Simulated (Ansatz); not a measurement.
# Starting-point dependence of the GW gap of GaN (F-43m), part 2 of 2

How much of the starting functional survives in the G0W0 gap of GaN (F-43m)?

Ansatz 0.2.0; G0W0 on several functionals, plane waves, PAW. Known limits of the many-body steps: not at the basis limit; no spin-orbit coupling.

So far. Step 2 (G0W0 on PBE): The gap on the mesh goes from 1.73 eV to 2.88 eV, a correction of +1.15 eV. Between the two edge states, bare exchange in place of the xc potential would open the gap by 7.59 eV, and correlation takes back 6.44 eV. Step 3 (G0W0 on LDA): Against the run with 10×10×10 mesh, 205 empty bands, screening to 250 eV, hard PAW files on PBE, the gap moves by +0.04 eV.

In doubt: masses and optical values from hybrid runs of this build are listed as unsure (steps 4, 5), which bears on the screening that GW takes from such a start.

### Step 4. G0W0 on HSE06

This step: G0W0 on HSE06, plane waves, PAW.

The input, input.yaml:

```yaml
crystal:
  lattice:
    - [0.0, 2.2535006075, 2.2535006075]
    - [2.2535006075, 0.0, 2.2535006075]
    - [2.2535006075, 2.2535006075, 0.0]
  atoms:
    - { symbol: Ga, position: [0.0, 0.0, 0.0] }
    - { symbol: "N", position: [0.75, 0.75, 0.75] }
kpoints:
  mp_grid: { grid: [10, 10, 10] }
hamiltonian:
  xc: hse06
  pseudopotentials: { kind: paw, source: ansatz }
scf:
  occupations: { method: fixed }
gw:
  n_empty_bands: 205
  ecut_chi: 250
  qp_bands: [v2, c2]
  qp_kpoints: band_edges
  screening: { model: contour_deformation }
```

Started as:

```console
> ansatz run input.yaml --threads 3 --pin off --max-ram 92160MiB --backend cuda --events-out ev --progress --plain --runs-dir out --devices 1 --max-vram 13GiB
```

Numbers of over 12 decimals in the logs are rounded to 6 here.

Log:

```text
GPUs: using 1 of 1 available (devices: 1).
[...]
davidson cushion auto → on  (no smearing: the cushion is to keep the highest requested band from converging to the state above it; pin scf.eigensolver.cushion to override)
[...]
GPU FFT provider: cuFFT
GPU libraries: cuBLAS 13.8.2, cuFFT 12.4.0, cuSOLVER 12.3.4
Crystal: 2 atoms, lattice volume = 22.888 Å³
Basis set: ecut = 1020 eV, 1687 PW (Γ)
[...]
1    14     14.0287   -11.4501    -3.7754   -15.3944  0.8272    14.1977    14.1975  root
     1    15     21.6470    -7.7362    -5.0795   -13.0056  0.8272    21.8373    21.8369  root
[...]
46    12      6.3253   -21.3350     3.2625   -17.6289  0.7819     5.8792     5.8817  root
    46    13      6.4499   -19.7671     2.9562   -16.3592  0.7855     5.9956     5.9982  root
    46    14     17.3078    -9.0559    -4.2775   -13.4749  0.8264    17.4494    17.4492  root
    46    15     20.2635   -10.7504    -5.4139   -16.4666  0.8042    20.5668    20.5659  root
[key lines of the parts left out:]
Free energy (F): -8799.387373 eV
Fermi energy:    10.219756 eV
```

Wall time 8.6 min (1 × NVIDIA H100 80GB HBM3 (shared by 6 runs) with 3 threads of AMD EPYC 7R13 (Zen 3), shared host); peak memory 11 GiB.

This step gave:

```yaml
bands_summed: 218
rpa_eps_infinity_on_this_mesh_eigenvalues: 4.480, 4.480, 4.480
plane_waves_in_the_screening_matrix: 181
g0w0_gap_on_the_mesh: 3.485 eV
k_of_the_valence_top: 0, 0, 0
k_of_the_conduction_bottom: 0, 0, 0
starting_gap_on_the_mesh: 2.976 eV
least_direct_g0w0_gap_on_the_computed_points: 3.485 eV
```

Against the run with 10×10×10 mesh, 205 empty bands, screening to 250 eV, hard PAW files on LDA, the gap moves by +0.56 eV, while the start moved by +1.24 eV.

### Step 5. G0W0 on PBE0

This step: G0W0 on PBE0, plane waves, PAW.

Edit input.yaml of step 4 so:

```diff
@@ -11,3 +11,3 @@
 hamiltonian:
-  xc: hse06
+  xc: pbe0
   pseudopotentials: { kind: paw, source: ansatz }
```

Log:

```text
GPUs: using 1 of 1 available (devices: 1).
[...]
GPU FFT provider: cuFFT
GPU libraries: cuBLAS 13.8.2, cuFFT 12.4.0, cuSOLVER 12.3.4
Crystal: 2 atoms, lattice volume = 22.888 Å³
Basis set: ecut = 1020 eV, 1687 PW (Γ)
Bands: 17, of which v1, the nominal top of the filled ones, is band 13 counted from 1 (12 counted from 0)
Symmetry: 24 space group operations
[...]
k-points: 47 of 1000 (time reversal used)
[...]
1    14     14.3519   -11.3995    -3.7262   -15.0523  0.8363    14.2784    14.2784  root
     1    15     22.0205    -7.7375    -4.9553   -12.6321  0.8374    21.9598    21.9598  root
[...]
46    12      5.9140   -21.3429     3.1161   -18.0483  0.7953     5.7351     5.7354  root
    46    13      6.0369   -19.7835     2.8177   -16.7883  0.7985     5.8591     5.8595  root
    46    14     17.6840    -9.0423    -4.1760   -13.0885  0.8361    17.5543    17.5541  root
    46    15     20.6460   -10.7463    -5.2827   -16.0779  0.8159    20.6950    20.6950  root
[key lines of the parts left out:]
Free energy (F): -8799.489462 eV
Fermi energy:    9.852071 eV
```

Wall time 7.7 min (1 × NVIDIA H100 80GB HBM3 (shared by 6 runs) with 3 threads); peak memory 11 GiB; 15 min of CPU time.

Numbers from this step:

```yaml
bands_summed: 218
rpa_eps_infinity_on_this_mesh_eigenvalues: 4.194, 4.194, 4.194
plane_waves_in_the_screening_matrix: 181
g0w0_gap_on_the_mesh: 3.667 eV
k_of_the_valence_top: 0, 0, 0
k_of_the_conduction_bottom: 0, 0, 0
starting_gap_on_the_mesh: 3.647 eV
least_direct_g0w0_gap_on_the_computed_points: 3.667 eV
```

Against the run with 10×10×10 mesh, 205 empty bands, screening to 250 eV, hard PAW files on HSE06, the gap moves by +0.18 eV, while the start moved by +0.67 eV.

### Step 6. The starts together

All on the 10×10×10 mesh with 205 empty bands and screening to 250 eV. Times are wall times on 1 × NVIDIA H100 80GB HBM3 (shared by 6 runs) with 3 threads of AMD EPYC 7R13 (Zen 3), shared host, good to a factor of about two.

```csv
start,starting gap (eV),shift (eV),G0W0 gap (eV),RPA ε∞ (harmonic mean),"Z (valence, conduction)",time
PBE,1.73,+1.15,2.88,5.75,"0.77, 0.81",3.2 min
LDA,1.74,+1.19,2.93,5.85,"0.77, 0.80",4.4 min
HSE06,2.98,+0.51,3.48,4.48,"0.80, 0.83",8.6 min
PBE0,3.65,+0.02,3.67,4.19,"0.81, 0.84",7.7 min
```

The parts of the quasiparticle energy at the two band edges (eV; QP = start + Σx + Σc − Vxc):

```csv
run,edge,start,Σx,Σc,Vxc,Z,QP
PBE,valence top,11.05,-23.81,2.69,-20.27,0.77,10.19
PBE,conduction bottom,12.78,-11.65,-3.75,-15.69,0.81,13.07
LDA,valence top,10.69,-23.76,2.61,-20.45,0.77,9.99
LDA,conduction bottom,12.42,-11.78,-3.82,-16.09,0.80,12.91
HSE06,valence top,10.22,-23.59,2.45,-20.77,0.80,9.86
HSE06,conduction bottom,13.20,-10.94,-3.79,-14.88,0.83,13.34
PBE0,valence top,9.85,-23.60,2.36,-21.15,0.81,9.76
PBE0,conduction bottom,13.50,-10.93,-3.73,-14.59,0.84,13.42
```

For a hybrid start, Vxc holds its share of exact exchange.

### Step 7. Outcome

| Property | Result |
| --- | --- |
| G0W0@PBE | 2.88 eV (start 1.73 eV) |
| G0W0@LDA | 2.93 eV (start 1.74 eV) |
| G0W0@HSE06 | 3.48 eV (start 2.98 eV) |
| G0W0@PBE0 | 3.67 eV (start 3.65 eV) |
| known limits | not at the basis limit; no spin-orbit coupling |

The starting gaps span 1.91 eV and the G0W0 gaps 0.78 eV. Between PBE and PBE0, 0.78 eV of the 1.91 eV survives, 41 %. PBE0 screens less than PBE (ε∞ 4.19 against 5.75). Of the 0.78 eV by which its G0W0 gap is higher, the correlation part gives +0.35 eV, and exchange with the one-particle terms, which follow the orbitals, +0.43 eV. The smallest correction, +0.02 eV, is on PBE0, the start nearest to reproducing itself. Bands and cutoff are finite, so the gap is not at the basis limit. The miss can reach some tenths of an eV and take either sign; the mesh is an error of its own. The many-body steps are scalar-relativistic: spin-orbit coupling is not in them.

[Paths, hosts, dates, memory and timing lines, banners, echoed tables and standing remarks are left out of the program output.]

[Logs are printed without paths, hosts, clocks, repeated set-up lines and the standing remarks that a program may print on its own settings, such as how far it seeks lower states.]

[Runs of the session that timed out or met a known fault of the program may be left out.]

[Cells called generated may have been cut or substituted from an entry of the Crystallography Open Database or the Materials Project.]

[Hosts, paths, dates, database ids (printed as entryN), source tags and the programs' standing remarks are cut or masked in the printed files.]
